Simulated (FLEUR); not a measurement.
# Magnetic state of CrO2 from several starts, part 2 of 2

Does CrO2 prefer parallel or opposed moments?

FLEUR MaX-R8.1; LDA (Perdew-Zunger) with U = 4.4 eV, J = 0.9 eV on Cr d; all-electron FLAPW, Dirac cores, scalar-relativistic bands.

So far. Step 2 (Order 1, typed as ferro ++): After 26 cycles the largest moment stands at 2.23 μB.

### 3. Order 2, typed as antiferro +-

Another pattern of signs weighs the neighbour shells otherwise.

The input, inp.xml:

```
<?xml version="1.0" encoding="UTF-8" standalone="no"?>
<fleurInput fleurInputVersion="0.39">
   <comment>
      CrO2
   </comment>
   <calculationSetup>
      <cutoffs Kmax="4.4" Gmax="13.2" GmaxXC="13.2" numbands="0"/>
      <scfLoop itmax="130" minDistance="0.0001" maxIterBroyd="15" imix="Anderson" alpha="0.05" precondParam="0.0" spinf="2.0" sdNocoIR="T"/>
      <coreElectrons ctail="T" frcor="F" kcrel="0" coretail_lmax="0"/>
      <xcFunctional name="pz" relativisticCorrections="F"/>
      <magnetism jspins="2"/>
      <soc l_soc="F" theta="0.0" phi="0.0" spav="F"/>
      <expertModes spex="0" secvar="F"/>
      <geometryOptimization l_f="F" forcealpha="1.0" forcemix="BFGS" epsdisp="0.00001" epsforce="0.00001"/>
      <ldaU l_linMix="F" mixParam="0.05" spinf="1.0"/>
   </calculationSetup>
   <cell>
      <bzIntegration valenceElectrons="52.0" mode="hist" fermiSmearingEnergy="0.00183747">
         <kPointListSelection listName="default-1"/>
         <xi:include xmlns:xi="http://www.w3.org/2001/XInclude" href="kpts.xml"> </xi:include>
      </bzIntegration>
      <xi:include xmlns:xi="http://www.w3.org/2001/XInclude" href="sym.xml"> </xi:include>
      <bulkLattice scale="1.0">
         <bravaisMatrix>
            <row-1>    8.4055981907253461     0.0000000000000000     0.0000000000000000</row-1>
            <row-2>    0.0000000000000000     8.5590137166138440     0.0000000000000000</row-2>
            <row-3>    0.0000000000000000     0.0000000000000000     5.6426541779151140</row-3>
         </bravaisMatrix>
      </bulkLattice>
   </cell>
   <atomSpecies>
      <species name="Chromium (3.000" element="Cr" atomicNumber="24">
         <mtSphere radius="2.26" gridPoints="747" logIncrement="0.016"/>
         <atomicCutoffs lmax="8" lnonsphr="6"/>
         <electronConfig flipSpins="F">
            <coreConfig>(1s1/2) (2s1/2) (2p1/2) (2p3/2)</coreConfig>
            <valenceConfig>(3s1/2) (3p1/2) (3p3/2) (4s1/2) (3d3/2) (3d5/2)</valenceConfig>
            <stateOccupation state="(4s1/2)" spinUp="0.5" spinDown="0.5"/>
            <stateOccupation state="(3d3/2)" spinUp="1.0" spinDown="1.0"/>
            <stateOccupation state="(3d5/2)" spinUp="3.0" spinDown="0.0"/>
         </electronConfig>
         <energyParameters s="4" p="4" d="3" f="4"/>
         <ldaU l="2" U="4.4" J="0.9" l_amf="F"/>
         <lo type="SCLO" l="0" n="3" eDeriv="0"/>
         <lo type="SCLO" l="1" n="3" eDeriv="0"/>
      </species>
      <species name="Chromium (-3.000" element="Cr" atomicNumber="24">
         <mtSphere radius="2.26" gridPoints="747" logIncrement="0.016"/>
         <atomicCutoffs lmax="8" lnonsphr="6"/>
         <electronConfig flipSpins="F">
            <coreConfig>(1s1/2) (2s1/2) (2p1/2) (2p3/2)</coreConfig>
            <valenceConfig>(3s1/2) (3p1/2) (3p3/2) (4s1/2) (3d3/2) (3d5/2)</valenceConfig>
            <stateOccupation state="(4s1/2)" spinUp="0.5" spinDown="0.5"/>
            <stateOccupation state="(3d3/2)" spinUp="1.0" spinDown="1.0"/>
            <stateOccupation state="(3d5/2)" spinUp="0.0" spinDown="3.0"/>
         </electronConfig>
         <energyParameters s="4" p="4" d="3" f="4"/>
         <ldaU l="2" U="4.4" J="0.9" l_amf="F"/>
         <lo type="SCLO" l="0" n="3" eDeriv="0"/>
         <lo type="SCLO" l="1" n="3" eDeriv="0"/>
      </species>
      <species name="Oxygen (O)" element="O" atomicNumber="8">
         <mtSphere radius="1.27" gridPoints="421" logIncrement="0.025"/>
         <atomicCutoffs lmax="6" lnonsphr="4"/>
         <electronConfig flipSpins="F">
            <coreConfig>(1s1/2)</coreConfig>
            <valenceConfig>(2s1/2) (2p1/2) (2p3/2)</valenceConfig>
            <stateOccupation state="(2p1/2)" spinUp="0.666667" spinDown="0.666667"/>
            <stateOccupation state="(2p3/2)" spinUp="1.333333" spinDown="1.333333"/>
         </electronConfig>
         <energyParameters s="2" p="2" d="3" f="4"/>
      </species>
   </atomSpecies>
   <atomGroups>
      <atomGroup species="Chromium (3.000">
         <relPos label="                   1">1.000/2.000 1.000/2.000 1.000/2.000</relPos>
         <force calculate="T" relaxXYZ="TTT"/>
      </atomGroup>
      <atomGroup species="Chromium (-3.000">
         <relPos label="                   2">.0000000000 .0000000000 .0000000000</relPos>
         <force calculate="T" relaxXYZ="TTT"/>
      </atomGroup>
      <atomGroup species="Oxygen (O)">
         <relPos label="                   3">-.2070310000 .1898170000 1.000/2.000</relPos>
         <relPos label="                   4">.2070310000 -.1898170000 1.000/2.000</relPos>
         <force calculate="T" relaxXYZ="TTT"/>
      </atomGroup>
      <atomGroup species="Oxygen (O)">
         <relPos label="                   5">-.2929690000 -.3101830000 .0000000000</relPos>
         <relPos label="                   6">.2929690000 .3101830000 .0000000000</relPos>
         <force calculate="T" relaxXYZ="TTT"/>
      </atomGroup>
   </atomGroups>
   <output dos="F" band="F" slice="F">
      <bandDOS minEnergy="-.5*Htr" maxEnergy="0.5*Htr" sigma="0.015" storeEVData="T"/>
      <plotting iplot="0" polar="F">
         <plot TwoD="T" vec1="  1.0  0.0  0.0" vec2="  0.0  1.0  0.0" vec3="  0.0  0.0  1.0" zero="  0.0  0.0  0.0" file="plot"/>
      </plotting>
      <moessbauerParams electricFieldGradient="F" isomerShift="F" coreHyperfine="F" valenceHyperfine="F"/>
   </output>
</fleurInput>
```

The input, crystal.txt:

```
CrO2
&input film=F cartesian=F /
4.44805100660  0.00000000000  0.00000000000
0.00000000000  4.52923500670  0.00000000000
0.00000000000  0.00000000000  2.98596400000
1.8897261246
1.0 1.0 1.0

6
24 0.50000000000  0.50000000000  0.50000000000 : 3.000
24 0.00000000000  0.00000000000  0.00000000000 : -3.000
8 0.79296900000  0.18981700000  0.50000000000
8 0.20703100000  0.81018300000  0.50000000000
8 0.70703100000  0.68981700000  0.00000000000
8 0.29296900000  0.31018300000  0.00000000000

&kpt div1=8 div2=8 div3=8 gamma=T /
```

Command:

```
> OMP_NUM_THREADS=1 inpgen -f crystal.txt > inpgen.log  # inp.xml is then edited as shown
> OMP_NUM_THREADS=1 mpirun -n 4 fleur_MPI > fleur.log
```

Output:

```text
[banner, memory and clock lines left out]
Welcome to FLEUR        (www.flapw.de)
      MaX-Release 8.1          (www.max-centre.eu)

 ========== k-point set info ==========
 Selected k-point list: default-1
 k-point list type: mesh
 0 x 0 x 0
 Number of k points: 172

 ------------Calculation Setup---------------------------
 Number of PE/node        :            4
 Number of OMP-threads    :            1
 k-points in parallel     :            4
 pe's per k-point         :            1
 No of k-point loops      :           43
 Eigenvalue solver        :       lapack
 Number of basis functions:          636
 Approximate size of matrices (H+S) per k-point:         0.006 GB
 no density matrix found ... skipping LDA+U
 Reset of history
 Iteration:     1   Distance:      51.07775992 me/bohr^3
 Iteration:     2   Distance:      45.70921158 me/bohr^3
 Iteration:     3   Distance:      39.13077848 me/bohr^3
 Iteration:     4   Distance:      36.66124804 me/bohr^3
 Iteration:     5   Distance:      24.17197603 me/bohr^3
 Iteration:     6   Distance:      25.34648781 me/bohr^3
 Iteration:     7   Distance:      25.38904577 me/bohr^3
 Iteration:     8   Distance:      22.38612322 me/bohr^3
 Iteration:     9   Distance:       4.21362574 me/bohr^3
 Iteration:    10   Distance:       2.75733825 me/bohr^3
 Iteration:    11   Distance:       1.36606735 me/bohr^3
 Iteration:    12   Distance:       0.75290753 me/bohr^3
 Iteration:    13   Distance:       0.94362186 me/bohr^3
 Iteration:    14   Distance:       0.16487802 me/bohr^3
 Iteration:    15   Distance:       0.29661607 me/bohr^3
 Iteration:    16   Distance:       0.06315585 me/bohr^3
 Iteration:    17   Distance:       0.05347267 me/bohr^3
 Iteration:    18   Distance:       0.03568687 me/bohr^3
 Iteration:    19   Distance:       0.01935086 me/bohr^3
 Iteration:    20   Distance:       0.00863328 me/bohr^3
 Iteration:    21   Distance:       0.00680494 me/bohr^3
 Iteration:    22   Distance:       0.00446643 me/bohr^3
 Iteration:    23   Distance:       0.00300173 me/bohr^3
 Iteration:    24   Distance:       0.00183745 me/bohr^3
 Iteration:    25   Distance:       0.00157672 me/bohr^3
 Iteration:    26   Distance:       0.00054131 me/bohr^3
 Iteration:    27   Distance:       0.00037713 me/bohr^3
 Iteration:    28   Distance:       0.00026126 me/bohr^3
 Iteration:    29   Distance:       0.00006426 me/bohr^3

 ********************************************************************
 Run finished successfully
 Stop message:
   all done
 ********************************************************************

--- out.xml (last complete iteration) ---
<iteration numberForCurrentRun="   29" overallNumber="   29">
         [... left out ...]
         <bandgap value="0.0745415817" units="eV"/>
         <sumValenceSingleParticleEnergies value="-26.7637012147" units="Htr"/>
         <FermiEnergy value="0.2245359889" units="Htr"/>
         <valenceDensity>
            <mtCharges spin="1">
               <mtCharge atomType="1" total="7.1828937" s="1.1399236" p="3.1917589" d="2.7708874" f="0.0590431"/>
               <mtCharge atomType="2" total="5.2915624" s="1.1316138" p="3.1837507" d="0.8963930" f="0.0581197"/>
               <mtCharge atomType="3" total="1.9647868" s="0.6204456" p="1.3425158" d="0.0015607" f="0.0002237"/>
               <mtCharge atomType="4" total="1.9840034" s="0.6205399" p="1.3612016" d="0.0019350" f="0.0002783"/>
            </mtCharges>
            <mtCharges spin="2">
               <mtCharge atomType="1" total="5.2915624" s="1.1316138" p="3.1837507" d="0.8963930" f="0.0581197"/>
               <mtCharge atomType="2" total="7.1828937" s="1.1399236" p="3.1917589" d="2.7708873" f="0.0590431"/>
               <mtCharge atomType="3" total="1.9840034" s="0.6205399" p="1.3612016" d="0.0019350" f="0.0002783"/>
               <mtCharge atomType="4" total="1.9647868" s="0.6204456" p="1.3425158" d="0.0015607" f="0.0002237"/>
            </mtCharges>
            <spinDependentCharge spin="1" total="26.0000000" interstitial="5.6279634" mtSpheres="20.3720366"/>
            <spinDependentCharge spin="2" total="26.0000000" interstitial="5.6279634" mtSpheres="20.3720366"/>
            <totalCharge value="52.0000000000"/>
         </valenceDensity>
         [... left out ...]
         <magneticMomentsInMTSpheres units="muBohr">
            <globalMagMoment atomType="1" vec="0.00000   0.00000   1.89133"/>
            <localMagMoment atomType="1" vec="0.00000   0.00000   1.89133"/>
            <globalMagMoment atomType="2" vec="0.00000   0.00000  -1.89133"/>
            <localMagMoment atomType="2" vec="0.00000   0.00000  -1.89133"/>
            <globalMagMoment atomType="3" vec="0.00000   0.00000  -0.01922"/>
            <localMagMoment atomType="3" vec="0.00000   0.00000  -0.01922"/>
            <globalMagMoment atomType="4" vec="0.00000   0.00000   0.01922"/>
            <localMagMoment atomType="4" vec="0.00000   0.00000   0.01922"/>
         </magneticMomentsInMTSpheres>
         [... left out ...]
         <totalEnergy value="    -2396.7922140394" units="Htr">
            <sumOfEigenvalues value="    -1374.7784778201">
               <coreElectrons value="-1348.0147766054"/>
               <valenceElectrons value="-26.7637012147"/>
            </sumOfEigenvalues>
            <densityCoulombPotentialIntegral value="-3626.3011661151"/>
            <densityEffectivePotentialIntegral value="-3792.1480688054"/>
            <chargeDenXCDenIntegral value="-125.4481249400"/>
            <FockExchangeEnergyValence value="0.0000000000"/>
            <FockExchangeEnergyCore value="0.0000000000"/>
         [... left out ...]
            <dftUCorrection value="-0.3032880718"/>
            <tkbTimesEntropy value="0.0000818073"/>
            <freeEnergy value="-2396.7922958467"/>
            <extrapolationTo0K value="-2396.7922549431"/>
         </totalEnergy>
         [... left out ...]
         <ldaUDensityMatrixConvergence>
            <distance spin="1" distance="0.000009"/>
            <distance spin="2" distance="0.000009"/>
         </ldaUDensityMatrixConvergence>
         <densityConvergence units="me/bohr^3">
            <chargeDensity spin="1" distance="0.0000441640"/>
            <chargeDensity spin="2" distance="0.0000441741"/>
            <overallChargeDensity distance="0.0000642560"/>
            <spinDensity distance="0.0000606201"/>
         </densityConvergence>
      </iteration>
```

Wall time 6.2 min (4 MPI ranks of Intel Xeon Platinum 8259CL at 2.50GHz (Skylake/Cascade Lake), shared host); peak memory 0.46 GiB; 25 min of CPU time.

Spin moment in the muffin-tin sphere by atom:

```csv
atom,spin moment in the muffin-tin sphere (μB)
Cr1,1.89
Cr2,-1.89
O3,-0.02
O4,-0.02
O5,0.02
O6,0.02
```

Numbers from this step:

```
free energy                                                       : -65220.0409 eV
program's band gap on this mesh (in a metal only a level spacing) : 0.07454 eV
magnetization                                                     : 0 μB
final state                                                       : antiferromagnetic
```

It lies 133 meV a seeded atom over the first start, and its largest moment is 1.89 μB against 2.23 μB.

### 4. Start 3: no spin polarisation

A spinless run shows what the cell costs with no moments; under a U that can hold a penalty on part-filled orbitals beside the lost exchange.

inp.xml: that of step 3 with these lines changed.

```diff
@@ -10,3 +10,3 @@
       <xcFunctional name="pz" relativisticCorrections="F"/>
-      <magnetism jspins="2"/>
+      <magnetism jspins="1"/>
       <soc l_soc="F" theta="0.0" phi="0.0" spav="F"/>
@@ -31,3 +31,3 @@
    <atomSpecies>
-      <species name="Chromium (3.000" element="Cr" atomicNumber="24">
+      <species name="Chromium (Cr)" element="Cr" atomicNumber="24">
          <mtSphere radius="2.26" gridPoints="747" logIncrement="0.016"/>
@@ -37,20 +37,5 @@
             <valenceConfig>(3s1/2) (3p1/2) (3p3/2) (4s1/2) (3d3/2) (3d5/2)</valenceConfig>
-            <stateOccupation state="(4s1/2)" spinUp="0.5" spinDown="0.5"/>
-            <stateOccupation state="(3d3/2)" spinUp="1.0" spinDown="1.0"/>
-            <stateOccupation state="(3d5/2)" spinUp="3.0" spinDown="0.0"/>
-         </electronConfig>
-         <energyParameters s="4" p="4" d="3" f="4"/>
-         <ldaU l="2" U="4.4" J="0.9" l_amf="F"/>
-         <lo type="SCLO" l="0" n="3" eDeriv="0"/>
-         <lo type="SCLO" l="1" n="3" eDeriv="0"/>
-      </species>
-      <species name="Chromium (-3.000" element="Cr" atomicNumber="24">
-         <mtSphere radius="2.26" gridPoints="747" logIncrement="0.016"/>
-         <atomicCutoffs lmax="8" lnonsphr="6"/>
-         <electronConfig flipSpins="F">
-            <coreConfig>(1s1/2) (2s1/2) (2p1/2) (2p3/2)</coreConfig>
-            <valenceConfig>(3s1/2) (3p1/2) (3p3/2) (4s1/2) (3d3/2) (3d5/2)</valenceConfig>
-            <stateOccupation state="(4s1/2)" spinUp="0.5" spinDown="0.5"/>
-            <stateOccupation state="(3d3/2)" spinUp="1.0" spinDown="1.0"/>
-            <stateOccupation state="(3d5/2)" spinUp="0.0" spinDown="3.0"/>
+            <stateOccupation state="(4s1/2)" spinUp="0.500000" spinDown="0.500000"/>
+            <stateOccupation state="(3d3/2)" spinUp="1.000000" spinDown="1.000000"/>
+            <stateOccupation state="(3d5/2)" spinUp="1.500000" spinDown="1.500000"/>
          </electronConfig>
@@ -74,7 +59,4 @@
    <atomGroups>
-      <atomGroup species="Chromium (3.000">
+      <atomGroup species="Chromium (Cr)">
          <relPos label="                   1">1.000/2.000 1.000/2.000 1.000/2.000</relPos>
-         <force calculate="T" relaxXYZ="TTT"/>
-      </atomGroup>
-      <atomGroup species="Chromium (-3.000">
          <relPos label="                   2">.0000000000 .0000000000 .0000000000</relPos>
@@ -85,5 +67,2 @@
          <relPos label="                   4">.2070310000 -.1898170000 1.000/2.000</relPos>
-         <force calculate="T" relaxXYZ="TTT"/>
-      </atomGroup>
-      <atomGroup species="Oxygen (O)">
          <relPos label="                   5">-.2929690000 -.3101830000 .0000000000</relPos>
```

crystal.txt: that of step 3 with these lines changed.

```diff
@@ -9,4 +9,4 @@
 6
-24 0.50000000000  0.50000000000  0.50000000000 : 3.000
-24 0.00000000000  0.00000000000  0.00000000000 : -3.000
+24 0.50000000000  0.50000000000  0.50000000000
+24 0.00000000000  0.00000000000  0.00000000000
 8 0.79296900000  0.18981700000  0.50000000000
```

Output:

```text
[banner, memory and clock lines left out]
Welcome to FLEUR        (www.flapw.de)
      MaX-Release 8.1          (www.max-centre.eu)

 ========== k-point set info ==========
 Selected k-point list: default-1
 k-point list type: mesh
 0 x 0 x 0
 Number of k points: 128

 [... set-up left out ...]
 no density matrix found ... skipping LDA+U
 Reset of history
 Iteration:     1   Distance:      50.42425239 me/bohr^3
 Iteration:     2   Distance:      44.61257287 me/bohr^3
 Iteration:     3   Distance:      36.84548326 me/bohr^3
[...]
<sumOfEigenvalues value="    -1374.8743059011">
               <coreElectrons value="-1348.2293674928"/>
               <valenceElectrons value="-26.6449384082"/>
            </sumOfEigenvalues>
         [... left out ...]
            <freeEnergy value="-2396.6683682499"/>
            <extrapolationTo0K value="-2396.6671745884"/>
         </totalEnergy>
         [... left out ...]
         <ldaUDensityMatrixConvergence>
            <distance spin="1" distance="0.000004"/>
         </ldaUDensityMatrixConvergence>
         <densityConvergence units="me/bohr^3">
            <chargeDensity spin="1" distance="0.0000367272"/>
         </densityConvergence>
      </iteration>
```

It took 3.5 min on 4 MPI ranks; peak memory 0.3 GiB.

Read from the output:

```yaml
free_energy: -65216.6687 eV
program_s_band_gap_on_this_mesh_in_a_metal_only_a_level_spacing: 0.001896 eV
final_state: non-magnetic (no spin polarisation)
```

It lies 1819 meV a seeded atom over the first start.

### 5. Energies of the orders

Free energies are divided by the number of seeded atoms.

Orders:

```csv
start,final state,typed order kept,energy over the lowest (meV a seeded atom),largest sphere moment (μB),net moment (μB a primitive cell),mesh matched,CPU time (s)
ferro ++,"ferromagnetic, with opposed induced moments",yes,0,2.23,4,yes,898.2
antiferro +-,antiferromagnetic,yes,132.5,1.891,0,yes,1476
no spin polarisation,non-magnetic,-,1819,0,0,yes,836.1
```

### 6. Summary of results

```yaml
lowest_state_found: ferromagnetic (typed ferro ++)
largest_site_spin_moment: 2.23 μB
next_finished_state: antiferromagnetic, 133 meV a seeded atom higher
spinless_run_over_the_lowest_under_a_u_no_clean_measure_of_the_moments: 1819 meV a seeded atom
```

In words: The lowest state found is ferromagnetic, reached from the start ferro ++, with moments up to 2.23 μB. The next finished state costs 133 meV a seeded atom. Under a U a spinless run can be left with part-filled orbitals, which the U penalises, or fall into a low-spin state, so its energy is no clean measure of what the moments gain. Only 3 starts were tried; other patterns of signs, canted and longer-period orders were not.

[Logs and program files are shortened in this print: banners, set-up blocks, solver, clock and traceback lines can be left out without a mark of their own.]

[Logs are printed without paths, hosts, clocks, repeated set-up lines and the standing remarks that a program may print on its own settings, such as how far it seeks lower states.]

[Hosts, paths, dates, database ids (printed as entryN), source tags and the programs' standing remarks are cut or masked in the printed files.]

[Where a cell is said to come from a database of computed structures, the database is the Materials Project.]
